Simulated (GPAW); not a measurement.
# Work function of MoGe2As4 monolayer at several levels, part 2 of 2

Aim: the work function of both faces of MoGe2As4 monolayer, and its spread over functionals and bases. Where a layer proves gapped, the work function hangs on where the smearing puts the Fermi level, and the band edges take its place.

GPAW 26.7.0; GPAW, PAW setups; layer in a repeated cell with vacuum, relaxation of atoms and in-plane cell (the session's first sound run).

So far, upper work function (eV): step 3 (the slab's potential, PBE, GPAW) 4.72; step 4 (RPBE) 4.63; step 5 (LDA) 4.97; step 6 (GPAW, PAW setups) 5.13.

## 7. Self-consistent run: xc = "revPBE"

Level of this step: GPAW, PAW setups; slab in vacuum (GPAW).

The same geometry under revPBE, to see how far the functional moves the levels against the vacuum.

run.py reads:

```python
import json
import numpy as np
from ase import Atoms
from gpaw import GPAW, PW

slab = Atoms(
    ['As', 'Ge', 'As', 'Mo', 'As', 'Ge', 'As'],
    positions=[
        [0.00000, -0.00000, 9.00000],
        [-0.00000, 2.12604, 10.18779],
        [-0.00000, 2.12604, 12.64852],
        [0.00000, -0.00000, 14.11343],
        [-0.00000, 2.12604, 15.57835],
        [-0.00000, 2.12604, 18.03908],
        [-0.00000, 0.00000, 19.22687]],
    cell=[[3.68241, 0.0, 0.0], [-1.8412, 3.18905, 0.0], [0.0, 0.0, 28.2269]],
    pbc=[True, True, False])

slab.calc = GPAW(mode=PW(400), xc='revPBE', kpts={'size': (9, 9, 1), 'gamma': True},
                 occupations={'name': 'fermi-dirac', 'width': 0.05}, nbands='200%',
                 convergence={'density': 1e-05}, maxiter=200,
                 poissonsolver={'dipolelayer': 'xy'},
                 symmetry={'tolerance': 1e-3}, txt='slab.txt')
result = {}
energy = slab.get_potential_energy()
fermi = slab.calc.get_fermi_level()
v = slab.calc.get_electrostatic_potential().mean((0, 1)) - fermi
n = slab.calc.get_pseudo_density().mean((0, 1))
L = slab.cell[2, 2]
z = np.arange(len(v)) * L / len(v)
low, high = slab.positions[:, 2].min(), slab.positions[:, 2].max()
below, above = np.interp([low - 6.8, high + 6.8], z, v)
slopes = [np.interp(x, z, np.gradient(v, z)) for x in (low - 6.8, high + 6.8)]
eps = np.array([[slab.calc.get_eigenvalues(k, s) for k in range(len(slab.calc.get_ibz_k_points()))]
                for s in range(slab.calc.get_number_of_spins())]) - fermi
top, bottom = eps[eps < 0].max(), eps[eps > 0].min()
dipole = slab.get_dipole_moment()[2]
print(f'energy {energy:.4f} eV, Fermi level {fermi:.4f} eV, dipole {dipole:.5f} e A')
print(f'potential 6.8 A off the faces, from the Fermi level: lower {below:.4f} eV, upper {above:.4f} eV')
print(f'slope of the potential there: lower {slopes[0]:.5f}, upper {slopes[1]:.5f} eV/A')
print(f'nearest levels on the mesh: {top:.4f} and {bottom:.4f} eV')
print('magnetic moment', round(slab.get_magnetic_moment(), 3))
result.update(energy=energy, fermi=fermi, dipole=dipole, below=below, above=above, slopes=slopes, edges=[top, bottom],
              z=z.tolist(), v=v.tolist(), n=n.tolist(), positions=slab.positions.tolist(),
              forces=slab.get_forces(apply_constraint=False).tolist(), moments=slab.get_magnetic_moments().tolist())
json.dump(result, open('result.json', 'w'))
```

Run with:

```
$ OMP_NUM_THREADS=1 OPENBLAS_NUM_THREADS=1 python run.py
```

What it wrote:

```text
energy -37.1546 eV, Fermi level 0.5383 eV, dipole 0.00093 e A
potential 6.8 A off the faces, from the Fermi level: lower 4.6153 eV, upper 4.6267 eV
slope of the potential there: lower -0.00019, upper 0.00019 eV/A
nearest levels on the mesh: -0.2681 and 0.2438 eV
magnetic moment 0.0
```

The job ended after 84 s (1 thread of Arm Neoverse V1, shared host; peak memory 0.27 GiB).

This step gave:

- levels nearest the Fermi level on the mesh: -0.2681, 0.2438 eV from the Fermi level
- upper work function: 4.627 eV
- lower work function: 4.615 eV
- upper ionisation energy: 4.895 eV

The highest filled level lies 0.268 eV under the Fermi level, so the ionisation energy from the upper face is 4.627 + 0.268 = 4.895 eV, against 4.989 eV in the base run.

## 8. OptPBE vdW: xc = "optPBE-vdW"

The same geometry under optPBE-vdW, to see how far the functional moves the levels against the vacuum (the van der Waals functionals take revPBE setups).

Edit run.py of step 7 so:

```diff
@@ -18,3 +18,3 @@
 
-slab.calc = GPAW(mode=PW(400), xc='revPBE', kpts={'size': (9, 9, 1), 'gamma': True},
+slab.calc = GPAW(mode=PW(400), xc='optPBE-vdW', kpts={'size': (9, 9, 1), 'gamma': True},
                  occupations={'name': 'fermi-dirac', 'width': 0.05}, nbands='200%',
```

What it wrote:

```text
energy -121.7981 eV, Fermi level 0.3248 eV, dipole 0.00093 e A
potential 6.8 A off the faces, from the Fermi level: lower 4.9252 eV, upper 4.9366 eV
slope of the potential there: lower -0.00019, upper 0.00019 eV/A
nearest levels on the mesh: -0.2733 and 0.2407 eV
magnetic moment 0.0
```

Elapsed: 1.7 min, on 1 thread; peak memory 0.49 GiB.

Numbers from this step:

- dipole along the normal: 9.28e-4 e·Å
- levels nearest the Fermi level on the mesh: -0.2733, 0.2407 eV from the Fermi level
- upper work function: 4.937 eV
- lower work function: 4.925 eV
- upper ionisation energy: 5.210 eV

The electrostatic potential energy of an electron (without an applied field's), less the Fermi level, planar mean oscillates, so the rows of the table below give means over windows of 1.78 Å about each position, cut where the curve ends. Its maxima inside the range that stand out by 2 % of the span (Å: eV): 9.6: -8.78, 11.4: 1.98, 13.3: -6.01, 14.9: -6.00, 16.8: 1.99, 18.6: -8.77. Its minima: 9.0: -13.9, 10.1: -13.5, 12.6: -12.8, 14.1: -16.4, 15.6: -12.8, 18.1: -13.5, 19.2: -13.8.

Electrostatic potential energy of an electron (without an applied field's), less the Fermi level, planar mean against z; means over each step:

| z (Å) | electrostatic potential energy of an electron (without an applied field's), less the Fermi level, planar mean (eV) |
| --- | --- |
| 0.89 | 4.93 |
| 2.67 | 4.93 |
| 4.45 | 4.92 |
| 6.23 | 4.87 |
| 8.01 | -0.222 |
| 9.79 | -11.0 |
| 11.57 | -1.40 |
| 13.35 | -10.8 |
| 15.13 | -9.67 |
| 16.91 | -1.31 |
| 18.69 | -11.4 |
| 20.47 | 1.96 |
| 22.25 | 4.91 |
| 24.03 | 4.94 |
| 25.81 | 4.94 |
| 27.59 | 4.94 |

The highest filled level lies 0.273 eV under the Fermi level, so the ionisation energy from the upper face is 4.937 + 0.273 = 5.210 eV, against 4.989 eV in the base run.

## 9. Real-space grid: mode = "fd"

A real-space grid is a second complete basis, so it checks the plane-wave result.

Edit run.py of step 8 so:

```diff
@@ -3,3 +3,3 @@
 from ase import Atoms
-from gpaw import GPAW, PW
+from gpaw import GPAW
 
@@ -18,3 +18,3 @@
 
-slab.calc = GPAW(mode=PW(400), xc='optPBE-vdW', kpts={'size': (9, 9, 1), 'gamma': True},
+slab.calc = GPAW(mode='fd', h=0.18, xc='PBE', kpts={'size': (9, 9, 1), 'gamma': True},
                  occupations={'name': 'fermi-dirac', 'width': 0.05}, nbands='200%',
```

What it wrote:

```text
energy -39.3294 eV, Fermi level -4.7158 eV, dipole -0.00069 e A
potential 6.8 A off the faces, from the Fermi level: lower 4.7101 eV, upper 4.7215 eV
slope of the potential there: lower -0.00000, upper 0.00000 eV/A
nearest levels on the mesh: -0.2672 and 0.2410 eV
magnetic moment 0.0
```

The job ended after 3.8 min (1 thread; peak memory 0.72 GiB).

Numbers from this step:

```
dipole along the normal                    : -6.94e-4 e·Å
levels nearest the Fermi level on the mesh : -0.2672, 0.2410 eV from the Fermi level
upper work function                        : 4.722 eV
lower work function                        : 4.710 eV
upper ionisation energy                    : 4.989 eV
```

The electrostatic potential energy of an electron (without an applied field's), less the Fermi level, planar mean oscillates, so the rows of the table below give means over windows of 1.81 Å about each position, cut where the curve ends. Its maxima inside the range that stand out by 2 % of the span (Å: eV): 9.6: -8.83, 11.4: 2.00, 13.3: -5.97, 14.9: -5.97, 16.8: 2.00, 18.6: -8.82. Its minima: 9.0: -14.0, 10.1: -13.5, 12.7: -12.8, 14.1: -16.4, 15.6: -12.8, 18.1: -13.5, 19.2: -14.0.

The electrostatic potential energy of an electron (without an applied field's), less the Fermi level, planar mean by z; means over each step:

| z (Å) | electrostatic potential energy of an electron (without an applied field's), less the Fermi level, planar mean (eV) |
| --- | --- |
| 0.91 | 4.71 |
| 2.71 | 4.71 |
| 4.52 | 4.71 |
| 6.33 | 4.65 |
| 8.14 | -1.74 |
| 9.95 | -10.0 |
| 11.76 | -2.45 |
| 13.57 | -11.0 |
| 15.38 | -8.17 |
| 17.20 | -2.88 |
| 19.00 | -9.96 |
| 20.81 | 3.49 |
| 22.62 | 4.71 |
| 24.43 | 4.72 |
| 26.24 | 4.72 |
| 28.05 | 4.72 |

The highest filled level lies 0.267 eV under the Fermi level, so the ionisation energy from the upper face is 4.722 + 0.267 = 4.989 eV, against 4.989 eV in the base run.

## 10. Atomic orbitals: mode = "lcao"

Atom-centred orbitals end a few angstrom from the surface, which tests how much the density's tail matters.

Edit run.py of step 9 so:

```diff
@@ -18,4 +18,4 @@
 
-slab.calc = GPAW(mode='fd', h=0.18, xc='PBE', kpts={'size': (9, 9, 1), 'gamma': True},
-                 occupations={'name': 'fermi-dirac', 'width': 0.05}, nbands='200%',
+slab.calc = GPAW(mode='lcao', basis='dzp', h=0.18, xc='PBE', kpts={'size': (9, 9, 1), 'gamma': True},
+                 occupations={'name': 'fermi-dirac', 'width': 0.05}, nbands='120%',
                  convergence={'density': 1e-05}, maxiter=200,
```

What it wrote:

```text
energy -37.8441 eV, Fermi level -4.4970 eV, dipole -0.00069 e A
potential 6.8 A off the faces, from the Fermi level: lower 4.4913 eV, upper 4.5028 eV
slope of the potential there: lower 0.00000, upper 0.00000 eV/A
nearest levels on the mesh: -0.2583 and 0.2596 eV
magnetic moment 0.0
```

Run time: 1.9 min. Hardware: 1 thread; peak memory 0.34 GiB.

Numbers from this step:

```
dipole along the normal                    : -6.95e-4 e·Å
levels nearest the Fermi level on the mesh : -0.2583, 0.2596 eV from the Fermi level
upper work function                        : 4.503 eV
lower work function                        : 4.491 eV
upper ionisation energy                    : 4.761 eV
```

The electrostatic potential energy of an electron (without an applied field's), less the Fermi level, planar mean oscillates, so the rows of the table below give means over windows of 1.81 Å about each position, cut where the curve ends. Its maxima inside the range that stand out by 2 % of the span (Å: eV): 9.6: -9.01, 11.5: 1.94, 13.3: -6.02, 14.9: -6.02, 16.7: 1.94, 18.6: -9.00. Its minima: 9.0: -14.1, 10.1: -13.6, 12.7: -12.8, 14.1: -16.6, 15.6: -12.8, 18.1: -13.6, 19.2: -14.1.

Electrostatic potential energy of an electron (without an applied field's), less the Fermi level, planar mean against z; means over each step:

z (Å), electrostatic potential energy of an electron (without an applied field's), less the Fermi level, planar mean (eV) and a bar from the least value:
```
     0.91        4.5 ##############################
     2.71        4.5 ##############################
     4.52        4.5 ##############################
     6.33        4.5 ##############################
     8.14       -1.8 ##################
     9.95      -10.1 ##
    11.76       -2.5 #################
    13.57      -11.1 
    15.38       -8.2 ######
    17.20       -2.9 ################
    19.00      -10.1 ##
    20.81        3.4 ############################
    22.62        4.5 ##############################
    24.43        4.5 ##############################
    26.24        4.5 ##############################
    28.05        4.5 ##############################
```

The highest filled level lies 0.258 eV under the Fermi level, so the ionisation energy from the upper face is 4.503 + 0.258 = 4.761 eV, against 4.989 eV in the base run.

## 11. The ladder

Times are for 1 thread of Arm Neoverse V1, shared host. Results by setting:

| no. | run | upper ionisation energy (eV) | time | memory (GiB) |
| --- | --- | --- | --- | --- |
| 1 | pw | 4.989 | 80 s | 0.27 |
| 2 | RPBE | 4.898 | 82 s | 0.27 |
| 3 | LDA | 5.227 | 78 s | 0.27 |
| 4 | vdW DF2 | 5.393 | 3.1 min | 0.49 |
| 5 | revPBE | 4.895 | 84 s | 0.27 |
| 6 | optPBE vdW | 5.210 | 1.7 min | 0.49 |
| 7 | fd | 4.989 | 3.8 min | 0.72 |
| 8 | lcao | 4.761 | 1.9 min | 0.34 |

## 12. Side by side

Results and costs are gathered.

This step: comparison of work functions, dipole and cost (GPAW 26.7.0).

Ladder, by row:

| step | code | work function, upper (eV) | work function, lower (eV) | dipole (e Å) | wall time (s) | peak memory (GiB) | threads |
| --- | --- | --- | --- | --- | --- | --- | --- |
| pw | GPAW | 4.721 | 4.71 | 9.31e-4 | 80 | 0.27 | 1 |
| RPBE | GPAW | 4.627 | 4.616 | 9.26e-4 | 81.87 | 0.27 | 1 |
| LDA | GPAW | 4.967 | 4.955 | 9.43e-4 | 78.16 | 0.27 | 1 |
| vdW-DF2 | GPAW | 5.131 | 5.12 | 9.27e-4 | 184.8 | 0.49 | 1 |
| revPBE | GPAW | 4.627 | 4.615 | 9.27e-4 | 83.78 | 0.27 | 1 |
| optPBE-vdW | GPAW | 4.937 | 4.925 | 9.28e-4 | 102.5 | 0.49 | 1 |
| fd | GPAW | 4.722 | 4.71 | -6.94e-4 | 230.1 | 0.72 | 1 |
| lcao | GPAW | 4.503 | 4.491 | -6.95e-4 | 114.2 | 0.34 | 1 |

## 13. A changed run

One more run, with changed settings.

This step: GPAW, PAW setups; slab in vacuum (GPAW 26.7.0).

Edit run.py of step 10 so:

```diff
@@ -3,3 +3,3 @@
 from ase import Atoms
-from gpaw import GPAW
+from gpaw import GPAW, PW
 
@@ -18,5 +18,5 @@
 
-slab.calc = GPAW(mode='lcao', basis='dzp', h=0.18, xc='PBE', kpts={'size': (9, 9, 1), 'gamma': True},
-                 occupations={'name': 'fermi-dirac', 'width': 0.05}, nbands='120%',
-                 convergence={'density': 1e-05}, maxiter=200,
+slab.calc = GPAW(mode=PW(400), xc='PBE', kpts={'size': (9, 9, 1), 'gamma': True},
+                 occupations={'name': 'fermi-dirac', 'width': 0.05}, nbands='200%',
+                 convergence={'density': 1e-05}, maxiter=50,
                  poissonsolver={'dipolelayer': 'xy'},
@@ -31,4 +31,4 @@
 low, high = slab.positions[:, 2].min(), slab.positions[:, 2].max()
-below, above = np.interp([low - 6.8, high + 6.8], z, v)
-slopes = [np.interp(x, z, np.gradient(v, z)) for x in (low - 6.8, high + 6.8)]
+below, above = np.interp([low - 1.0, high + 1.0], z, v)
+slopes = [np.interp(x, z, np.gradient(v, z)) for x in (low - 1.0, high + 1.0)]
 eps = np.array([[slab.calc.get_eigenvalues(k, s) for k in range(len(slab.calc.get_ibz_k_points()))]
@@ -38,3 +38,3 @@
 print(f'energy {energy:.4f} eV, Fermi level {fermi:.4f} eV, dipole {dipole:.5f} e A')
-print(f'potential 6.8 A off the faces, from the Fermi level: lower {below:.4f} eV, upper {above:.4f} eV')
+print(f'potential 1.0 A off the faces, from the Fermi level: lower {below:.4f} eV, upper {above:.4f} eV')
 print(f'slope of the potential there: lower {slopes[0]:.5f}, upper {slopes[1]:.5f} eV/A')
```

What it wrote:

```text
energy -39.3194 eV, Fermi level 0.4508 eV, dipole 0.00093 e A
potential 1.0 A off the faces, from the Fermi level: lower 2.1796 eV, upper 2.1908 eV
slope of the potential there: lower -6.99763, upper 6.99817 eV/A
nearest levels on the mesh: -0.2678 and 0.2417 eV
magnetic moment 0.0
```

Elapsed: 80 s, on 1 thread; peak memory 0.27 GiB.

The run finished. A setting was moved off its sound value on purpose, so it serves as a test and not as the result.

The fault put into the input: the potential probed 1 A off the face (probe = 1.0).

## 14. What came out

* work function, upper and lower face (Fermi level placed in the gap by the smearing): 4.721 and 4.710 eV
* ionisation energy from the upper face (highest filled level on the mesh): 4.99 eV
* electron affinity from the upper face (lowest empty Kohn-Sham level on the mesh): 4.48 eV
* dipole along the normal: 9.3e-4 e Å, near the numerical noise

With plane waves and PBE the ionisation energy from the upper face is 4.99 eV and the Kohn-Sham electron affinity 4.48 eV. The levels nearest the Fermi level on the mesh lie 0.509 eV apart, so the slab is gapped there: the smearing puts the Fermi level inside the gap, and from either face the ionisation energy is the work function plus 0.27 eV. Both are Kohn-Sham levels on the mesh, and semilocal gaps are too small, so the affinity tends to come out too large and the ionisation energy too small. Work functions of a gapped slab move with the place of the Fermi level in the gap; over the runs without a planted fault the highest filled level on the mesh lies 4.76 (lcao) to 5.39 eV (vdW-DF2) under the upper vacuum level. The small printed dipole stands for a step of -14 meV from the lower to the upper face, and the probes find 11 meV; values this small are near the numerical noise of both. The layer's cell and atoms come from the relaxation; spin-orbit coupling and temperature are left out.

[Logs are printed without paths, hosts, clocks, repeated set-up lines and the standing remarks that a program may print on its own settings, such as how far it seeks lower states.]

[Hosts, paths, dates, database ids (printed as entryN), source tags and the programs' standing remarks are cut or masked in the printed files.]
